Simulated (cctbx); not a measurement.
# What resolution and counting buy: HoPbC4

Space group Pbam (no. 55), a = 6.5540 Å, b = 12.7850 Å, c = 3.9870 Å, α = 90.00°, β = 90.00°, γ = 90.00°.

```
atom  mult.       x       y    z  Ueq (Å²)
 Pb1      4  0.3765  0.9182    0    0.0070
 Ho1      4  0.3668  0.6509    0    0.0048
  C1      4  0.1259  0.5476  1/2    0.0104
  C2      4  0.1298  0.9686  1/2    0.0136
  C3      4  0.2114  0.8105  1/2    0.0113
  C4      4  0.0330  0.6917  1/2    0.0195
```

The model was made for the exercise: a known structure type with other elements put in, its volume estimated, not relaxed; displacement parameters are assumed.

Five simulated data sets (cctbx; Ag Kα, λ = 0.56087 Å; 4 % proportional error) differ in resolution or exposure (noise floor 8 counts in the first three, 8 in the last two). Each is refined with the right model, isotropic at 1.1 Å and anisotropic otherwise. How do the figures of merit and the uncertainties move?

| d min (Å) | top counts | ⟨I/σ⟩ (unmerged, absences included) | unique | param. (scale apart) | Rint | R1 | GooF | largest s.u. xyz (fractional) | s.u. U of C1 (Å²) | largest error (Å) |
| --- | --- | --- | --- | --- | --- | --- | --- | --- | --- | --- |
| 1.1 | 70000 | 15.6 | 147 | 18 | 0.027 | 0.0164 | 1.26 | 0.00225 | 0.0031 | 0.0263 |
| 0.84 | 70000 | 15.9 | 331 | 36 | 0.031 | 0.0129 | 0.98 | 0.00102 | 0.0028 | 0.0080 |
| 0.6 | 70000 | 14.5 | 883 | 36 | 0.031 | 0.0132 | 0.93 | 0.00065 | 0.0012 | 0.0053 |
| 0.75 | 300 | 1.5 | 457 | 36 | 0.314 | 0.0775 | 0.97 | 0.03485 | 0.0611 | 0.2985 |
| 0.75 | 3000 | 6.0 | 457 | 36 | 0.066 | 0.0293 | 0.97 | 0.00550 | 0.0099 | 0.0681 |

The number of reflections grows roughly as 1/d³: 147, 331 and 883 here. R1 follows the noise rather than the truth: at 300 counts it is 0.0775, at 3000 counts 0.0293, while GooF is 0.97 and 0.97: the weights 1/σ² carry the noise. The s.u. of U (U11 where anisotropic) for C1 goes 0.0031, 0.0028, 0.0012 Å² with resolution and 0.0611, 0.0099 Å² with exposure.

The 1.1 Å row also differs in its displacement model, so it isn't a clean test of resolution.

Hardware for the 0.6 Å refinement: 0.57 s on 1 thread of Arm Neoverse N1, with other jobs on the host, peak memory 0.09 GiB.

[Logs are printed without paths, hosts, clocks, repeated set-up lines and the standing remarks that a program may print on its own settings, such as how far it seeks lower states.]
